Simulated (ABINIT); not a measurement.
# Completion of the band sum in GW: CsSnI3 (Pm-3m)

Aim: few bands, with and without a completion of the sum over empty states, for CsSnI3 (Pm-3m).

Calculated with ABINIT 10.8.3; PBE and many-body steps on it, plane waves.

### 1. Set-up

It takes space group Pm-3m (No. 221, cubic). The conventional cell has a = 6.286 Å, b = 6.286 Å, c = 6.286 Å, α = 90.00°, β = 90.00°, γ = 90.00°. Nearest to Cs lie 12 I at 4.45 Å. Nearest to Sn lie 6 I at 3.14 Å. I has 2 Sn at 3.14 Å and 4 Cs at 4.45 Å nearest. Farther neighbours, and contacts between anions beyond the nearest, are not listed.

The cell and positions are those that the Materials Project relaxed with its own functionals (PBE, PBE+U or r2SCAN), kept fixed.

### 2. Empty states on the mesh, 2×2×2 mesh, 402 bands

This step: ABINIT 10.8.3; DFT, PBE, plane waves, norm-conserving pseudopotentials.

The sums over transitions need many empty states on a uniform mesh; this step solves for them.

File run.abi:

```
acell 3*1.0 Angstrom
rprim 
  6.286228000000 0.000000000000 0.000000000000
  0.000000000000 6.286228000000 0.000000000000
  0.000000000000 0.000000000000 6.286228000000
ntypat 3
znucl 55 50 53
natom 5
typat 1 2 3 3 3
xred 
  0.500000000000 0.500000000000 0.500000000000
  0.000000000000 0.000000000000 0.000000000000
  0.500000000000 0.000000000000 0.000000000000
  0.000000000000 0.000000000000 0.500000000000
  0.000000000000 0.500000000000 0.000000000000
pp_dirpath "pseudos"
pseudos "Cs.upf, Sn.upf, I.upf"
ecut 32
ngkpt 2 2 2
nshiftk 1
shiftk 0 0 0
kptopt 1
chksymbreak 0
iscf -2
irdden 1
istwfk *1
nband 402
nbdbuf 36
tolwfr 1e-09
nstep 60
prtvol 0
indata_prefix "in"
outdata_prefix "out"
tmpdata_prefix "tmp"
```

Command:

```
OMP_NUM_THREADS=1 mpirun -n 4 abinit run.abi > log
```

Log:

```text
.Version 10.8.3 of ABINIT. v10.8.2 released Aug 2026.

 Symmetries : space group Pm -3 m (#221); Bravais cP (primitive cubic)
[... echo of the input left out ...]
== DATASET  1 ==================================================================
-   mpi_nproc: 4, omp_nthreads: 1 (-1 if OMP is not activated)

--- !DatasetInfo
iteration_state: {dtset: 1, }
dimensions: {natom: 5, nkpt: 4, mband: 402, nsppol: 1, nspinor: 1, nspden: 1, mpw: 14592, }
cutoff_energies: {ecut:  32.0, pawecutdg:  -1.0, }
[...]
2.57566    2.57566    2.62465    2.62466    2.62469    2.64167    2.64194    2.64679
   2.64688    2.64749    2.65307    2.65381    2.66346    2.66400    2.66626    2.67294
   2.67785    2.67986
 prteigrs : prtvol=0 or 1, do not print more k-points.

== END DATASET(S) ==============================================================
================================================================================

 -outvars: echo values of variables after computation  --------
            nband         402
             nkpt           4
          spgroup         221
 [... the other variables as echoed above ...]

 Calculation completed.
```

It took 7.5 min on 4 MPI ranks of Arm Neoverse V1, shared host; peak memory 0.8 GiB.

This step gave:

* gap: 0.4710 eV
* k of the valence top: 0.5, 0.5, 0.5
* k of the conduction bottom: 0.5, 0.5, 0.5
* least direct gap: 0.4710 eV
* k points computed: 4
* lowest point of the top converged band, above the valence top: 65.7283 eV

On this mesh the gap is 0.471 eV.

The density comes from a self-consistent run that is not shown.

### 3. Screening, 2×2×2 mesh, 366 bands, screening to 152.4 eV

The RPA dielectric matrix is built and inverted for each q.

This step: RPA screening on PBE, plane waves, norm-conserving pseudopotentials.

run.abi: that of step 2 with these lines changed.

```diff
@@ -23,10 +23,11 @@
 chksymbreak 0
-iscf -2
-irdden 1
 istwfk *1
-nband 402
-nbdbuf 36
-tolwfr 1e-09
-nstep 60
-prtvol 0
+occopt 1
+irdwfk 1
+optdriver 3
+nband 366
+ecuteps 5.6
+inclvkb 2
+awtr 1
+symchi 1
 indata_prefix "in"
```

Log:

```text
.Version 10.8.3 of ABINIT. v10.8.2 released Aug 2026.

 Symmetries : space group Pm -3 m (#221); Bravais cP (primitive cubic)
[... echo of the input left out ...]
== DATASET  1 ==================================================================
-   mpi_nproc: 4, omp_nthreads: 1 (-1 if OMP is not activated)

--- !DatasetInfo
iteration_state: {dtset: 1, }
dimensions: {natom: 5, nkpt: 4, mband: 366, nsppol: 1, nspinor: 1, nspden: 1, mpw: 14592, }
cutoff_energies: {ecut:  32.0, pawecutdg:  -1.0, }
electrons: {nelect:   4.40000000E+01, charge:   0.00000000E+00, occopt:   1.00000000E+00, tsmear:   1.00000000E-02, }

 SCREENING: Calculation of the susceptibility and dielectric matrices

 Based on a program developped by R.W. Godby, V. Olevano, G. Onida, and L. Reining.
 Incorporated in ABINIT by V. Olevano, G.-M. Rignanese, and M. Torrent.
.Using double precision arithmetic ; gwpc =  8

[... cell and pseudopotentials left out ...]
--------------------------------------------------------------------------------

 ==== K-mesh for the wavefunctions ====
 Number of points in the irreducible wedge :     4
[... list of points left out ...]
 Together with 48 symmetry operations and time-reversal symmetry
 yields     8 points in the full Brillouin Zone.

 ==== Q-mesh for the screening function ====
 Number of points in the irreducible wedge :     4
[... list of points left out ...]
 Together with 48 symmetry operations and time-reversal symmetry
 yields     8 points in the full Brillouin Zone.

 setmesh: FFT mesh size selected  =    45x   45x   45
          total number of points  =        91125

 vcoul_init : cutoff-mode = AUXILIARY_FUNCTION
 q-points for optical limit:   1
     1)      0.000010    0.000020    0.000030

- screening: taking advantage of time-reversal symmetry
- Maximum band index for partially occupied states nbvw = 22
- Remaining bands to be divided among processors   nbcw = 344
- Number of bands treated by each node ~86

 Number of electrons calculated from density =   44.0000; Expected =   44.0000
 average of density, n =  0.026247
 r_s =    2.0874
 omega_plasma =   15.6278 [eV]

 calculating chi0 at frequencies [eV] :
  1    0.000000E+00    0.000000E+00
  2    0.000000E+00    1.562782E+01

--------------------------------------------------------------------------------
  q-point number  1        q = ( 0.000000, 0.000000, 0.000000) [r.l.u.]
--------------------------------------------------------------------------------
[... chi0 elements left out ...]
 For q-point:  0.000010 0.000020 0.000030
  dielectric constant = 114.8209
  dielectric constant without local fields = 142.5513

  Average fulfillment of the sum rule on Im[epsilon] for q-point    1 :     94.30  [%]
[... wings left out ...]
  q-point number  2        q = ( 0.500000, 0.000000, 0.000000) [r.l.u.]
--------------------------------------------------------------------------------
[... chi0 elements left out ...]
  Average fulfillment of the sum rule on Im[epsilon] for q-point    2 :     99.92  [%]

 [... 2 further q-points ...]
```

Elapsed: 3.8 min, on 4 MPI ranks; peak memory 3.9 GiB; 15 min of CPU time.

This step gave:

| Quantity | Value |
| --- | --- |
| ε∞ with local fields, on this mesh | 114.8 |
| ε∞ without local fields, on this mesh | 142.6 |
| plasma frequency | 15.63 eV |
| plane waves in the screening matrix | 1045 |

Local fields lower ε∞ by 19 %. The value itself is an artefact of the mesh, where one narrow direct gap carries too much weight.

### 4. 366 bands

The self-energy is evaluated for the states that the input lists, and the quasiparticle equation is solved.

This step: G0W0 on PBE, plane waves, norm-conserving pseudopotentials.

run.abi: that of step 3 with these lines changed.

```diff
@@ -26,8 +26,17 @@
 irdwfk 1
-optdriver 3
+optdriver 4
 nband 366
+gwcalctyp 0
+ecutsigx 32
+symsigma 1
+nkptgw 2
+kptgw 
+  0.5000000000 0.5000000000 0.5000000000
+  0.0000000000 0.0000000000 0.0000000000
+bdgw 
+  19 25
+  20 25
 ecuteps 5.6
-inclvkb 2
-awtr 1
-symchi 1
+irdscr 1
+ppmodel 1
 indata_prefix "in"
```

Log:

```text
.Version 10.8.3 of ABINIT. v10.8.2 released Aug 2026.

 Symmetries : space group Pm -3 m (#221); Bravais cP (primitive cubic)
[... echo of the input left out ...]
== DATASET  1 ==================================================================
-   mpi_nproc: 4, omp_nthreads: 1 (-1 if OMP is not activated)

--- !DatasetInfo
iteration_state: {dtset: 1, }
dimensions: {natom: 5, nkpt: 4, mband: 366, nsppol: 1, nspinor: 1, nspden: 1, mpw: 14592, }
cutoff_energies: {ecut:  32.0, pawecutdg:  -1.0, }
electrons: {nelect:   4.40000000E+01, charge:   0.00000000E+00, occopt:   1.00000000E+00, tsmear:   1.00000000E-02, }

 SIGMA: Calculation of the GW corrections

 Based on a program developped by R.W. Godby, V. Olevano, G. Onida, and L. Reining.
 Incorporated in ABINIT by V. Olevano, G.-M. Rignanese, and M. Torrent.
.Using double precision arithmetic ; gwpc =  8

[... cell and pseudopotentials left out ...]
--------------------------------------------------------------------------------

 ==== K-mesh for the wavefunctions ====
 Number of points in the irreducible wedge :     4
[... list of points left out ...]
 Together with 48 symmetry operations and time-reversal symmetry
 yields     8 points in the full Brillouin Zone.

 ==== Q-mesh for screening function ====
 Number of points in the irreducible wedge :     4
[... list of points left out ...]
 Together with 48 symmetry operations and time-reversal symmetry
 yields     8 points in the full Brillouin Zone.

 vcoul_init : cutoff-mode = AUXILIARY_FUNCTION
 q-points for optical limit:   1
     1)      0.000010    0.000020    0.000030
 setmesh: FFT mesh size selected  =    64x   64x   64
          total number of points  =       262144

 Number of electrons calculated from density =   44.0000; Expected =   44.0000
 average of density, n =  0.026247
 r_s =    2.0874
 omega_plasma =   15.6278 [eV]

 === KS Band Gaps ===
  >>>> For spin  1
   Minimum direct gap =   0.4710 [eV], located at k-point      :   0.5000  0.5000  0.5000
   Fundamental gap    =   0.4710 [eV], Top of valence bands at :   0.5000  0.5000  0.5000
                                       Bottom of conduction at :   0.5000  0.5000  0.5000
 SIGMA fundamental parameters:
 PLASMON POLE MODEL  1
 number of plane-waves for SigmaX                14411
 number of plane-waves for SigmaC and W           1045
 number of plane-waves for wavefunctions         14411
 number of bands                                   366
 number of independent spin polarizations            1
 number of spinorial components                      1
 number of k-points in IBZ                           4
 number of q-points in IBZ                           4
 number of symmetry operations                      48
 number of k-points in BZ                            8
 number of q-points in BZ                            8
 number of frequencies for dSigma/dE                 9
 frequency step for dSigma/dE [eV]                0.25
 number of omega for Sigma on real axis              0
 max omega for Sigma on real axis  [eV]           0.00
 zcut for avoiding poles [eV]                     0.10

 EPSILON^-1 parameters (SCR file):
 dimension of the eps^-1 matrix on file           1045
 dimension of the eps^-1 matrix used              1045
 number of plane-waves for wavefunctions         14411
 number of bands                                   366
 number of q-points in IBZ                           4
 number of frequencies                               2
 number of real frequencies                          1
 number of imag frequencies                          1

 matrix elements of self-energy operator (all in [eV])

 Perturbative Calculation

--- !SelfEnergy_ee
iteration_state: {dtset: 1, }
kpoint     : [   0.500,    0.500,    0.500, ]
spin       : 1
KS_gap     :    0.471
QP_gap     :    0.918
Delta_QP_KS:    0.447
data: !SigmaeeData |
     Band     E0 <VxcDFT>   SigX SigC(E0)      Z dSigC/dE  Sig(E)    E-E0       E
       19   0.434 -11.246 -14.014   2.039   0.764  -0.309 -11.802  -0.556  -0.122
       20   0.434 -11.246 -14.014   2.039   0.764  -0.309 -11.802  -0.556  -0.122
       21   0.434 -11.246 -14.014   2.039   0.764  -0.309 -11.802  -0.556  -0.122
       22   1.957 -12.174 -13.643   0.919   0.772  -0.295 -12.599  -0.425   1.532
       23   2.428  -9.575  -6.406  -3.140   0.778  -0.285  -9.552   0.022   2.450
       24   2.428  -9.575  -6.406  -3.140   0.778  -0.285  -9.552   0.022   2.450
[...]
--- !SelfEnergy_ee
iteration_state: {dtset: 1, }
kpoint     : [   0.000,    0.000,    0.000, ]
spin       : 1
KS_gap     :    4.306
QP_gap     :    4.868
Delta_QP_KS:    0.562
data: !SigmaeeData |
     Band     E0 <VxcDFT>   SigX SigC(E0)      Z dSigC/dE  Sig(E)    E-E0       E
[...]
23   4.321  -5.729  -2.349  -3.387   0.819  -0.222  -5.735  -0.006   4.316
       24   5.326  -6.045  -2.592  -3.333   0.817  -0.224  -5.947   0.098   5.424
       25   5.326  -6.045  -2.592  -3.333   0.817  -0.224  -5.947   0.098   5.424

== END DATASET(S) ==============================================================
================================================================================

 -outvars: echo values of variables after computation  --------
           etotal      0.0000000000E+00
            nband         366
             nkpt           4
          spgroup         221
 [... the other variables as echoed above ...]

 Calculation completed.
```

Elapsed: 4.1 min, on 4 MPI ranks; peak memory 4.3 GiB.

This step gave:

```yaml
g0w0_gap_on_the_mesh: 0.9180 eV
starting_gap_on_the_mesh: 0.4710 eV
k_of_the_valence_top: 0.5, 0.5, 0.5
k_of_the_conduction_bottom: 0.5, 0.5, 0.5
z_at_the_valence_top: 0.772
z_at_the_conduction_bottom: 0.778
least_direct_g0w0_gap_on_the_computed_points: 0.9180 eV
```

The gap on the mesh goes from 0.47 eV to 0.92 eV, a correction of +0.45 eV.

### 5. Screening, 2×2×2 mesh, 52 bands, screening to 152.4 eV

This step: RPA screening on PBE, plane waves, norm-conserving pseudopotentials.

run.abi: that of step 4 with these lines changed.

```diff
@@ -26,17 +26,8 @@
 irdwfk 1
-optdriver 4
-nband 366
-gwcalctyp 0
-ecutsigx 32
-symsigma 1
-nkptgw 2
-kptgw 
-  0.5000000000 0.5000000000 0.5000000000
-  0.0000000000 0.0000000000 0.0000000000
-bdgw 
-  19 25
-  20 25
+optdriver 3
+nband 52
 ecuteps 5.6
-irdscr 1
-ppmodel 1
+inclvkb 2
+awtr 1
+symchi 1
 indata_prefix "in"
```

Log:

```text
.Version 10.8.3 of ABINIT. v10.8.2 released Aug 2026.

 Symmetries : space group Pm -3 m (#221); Bravais cP (primitive cubic)
[... echo of the input left out ...]
== DATASET  1 ==================================================================
-   mpi_nproc: 4, omp_nthreads: 1 (-1 if OMP is not activated)

--- !DatasetInfo
iteration_state: {dtset: 1, }
dimensions: {natom: 5, nkpt: 4, mband: 52, nsppol: 1, nspinor: 1, nspden: 1, mpw: 14592, }
cutoff_energies: {ecut:  32.0, pawecutdg:  -1.0, }
electrons: {nelect:   4.40000000E+01, charge:   0.00000000E+00, occopt:   1.00000000E+00, tsmear:   1.00000000E-02, }

 SCREENING: Calculation of the susceptibility and dielectric matrices

 Based on a program developped by R.W. Godby, V. Olevano, G. Onida, and L. Reining.
 Incorporated in ABINIT by V. Olevano, G.-M. Rignanese, and M. Torrent.
.Using double precision arithmetic ; gwpc =  8

[... cell and pseudopotentials left out ...]
--------------------------------------------------------------------------------

 ==== K-mesh for the wavefunctions ====
 Number of points in the irreducible wedge :     4
[... list of points left out ...]
 Together with 48 symmetry operations and time-reversal symmetry
 yields     8 points in the full Brillouin Zone.

 ==== Q-mesh for the screening function ====
 Number of points in the irreducible wedge :     4
[... list of points left out ...]
 Together with 48 symmetry operations and time-reversal symmetry
 yields     8 points in the full Brillouin Zone.

 setmesh: FFT mesh size selected  =    45x   45x   45
          total number of points  =        91125

 vcoul_init : cutoff-mode = AUXILIARY_FUNCTION
 q-points for optical limit:   1
     1)      0.000010    0.000020    0.000030

- screening: taking advantage of time-reversal symmetry
- Maximum band index for partially occupied states nbvw = 22
- Remaining bands to be divided among processors   nbcw = 30
- Number of bands treated by each node ~7

 Number of electrons calculated from density =   44.0000; Expected =   44.0000
 average of density, n =  0.026247
 r_s =    2.0874
 omega_plasma =   15.6278 [eV]

 calculating chi0 at frequencies [eV] :
  1    0.000000E+00    0.000000E+00
  2    0.000000E+00    1.562782E+01

--------------------------------------------------------------------------------
  q-point number  1        q = ( 0.000000, 0.000000, 0.000000) [r.l.u.]
--------------------------------------------------------------------------------
[... chi0 elements left out ...]
 For q-point:  0.000010 0.000020 0.000030
  dielectric constant = 109.7168
  dielectric constant without local fields = 142.4316

  Average fulfillment of the sum rule on Im[epsilon] for q-point    1 :     33.86  [%]
[... wings left out ...]
  q-point number  2        q = ( 0.500000, 0.000000, 0.000000) [r.l.u.]
--------------------------------------------------------------------------------
[... chi0 elements left out ...]
  Average fulfillment of the sum rule on Im[epsilon] for q-point    2 :     48.29  [%]

 [... 2 further q-points ...]
```

Wall time 30 s (4 MPI ranks); peak memory 1.8 GiB; 2 min of CPU time.

This step gave:

```
ε∞ with local fields, on this mesh    : 109.7
ε∞ without local fields, on this mesh : 142.4
plasma frequency                      : 15.63 eV
plane waves in the screening matrix   : 1045
```

(Continued in part 2 of 2.)

[Long decimals in the printed logs are rounded to 6 places.]

[Logs are printed without paths, hosts, clocks, repeated set-up lines and the standing remarks that a program may print on its own settings, such as how far it seeks lower states.]

[Paths, hosts, dates, memory and timing lines, banners, echoed tables and standing remarks are left out of the program output; an Ansatz launch command may be rebuilt from the run's recorded settings. Measured values are a selection of at most five: reports struck by readers or far from the other reports are left out. None is set beside runs whose start may be inverted or whose files or cutoffs have a known fault.]

[Runs of the session that timed out or met a known fault of the program may be left out.]

[Hosts, paths, dates, database ids (printed as entryN), source tags and the programs' standing remarks are cut or masked in the printed files.]

[G0W0 gaps are taken among the corrected bands and points alone; a level outside them can change the order at an edge.]

[Where Ansatz stands beside ABINIT at settings called matched, ABINIT's density can come from a denser mesh and the files from another edition; pairs whose starting gaps differed by over 0.03 eV were left out, so agreement reads better than it is.]
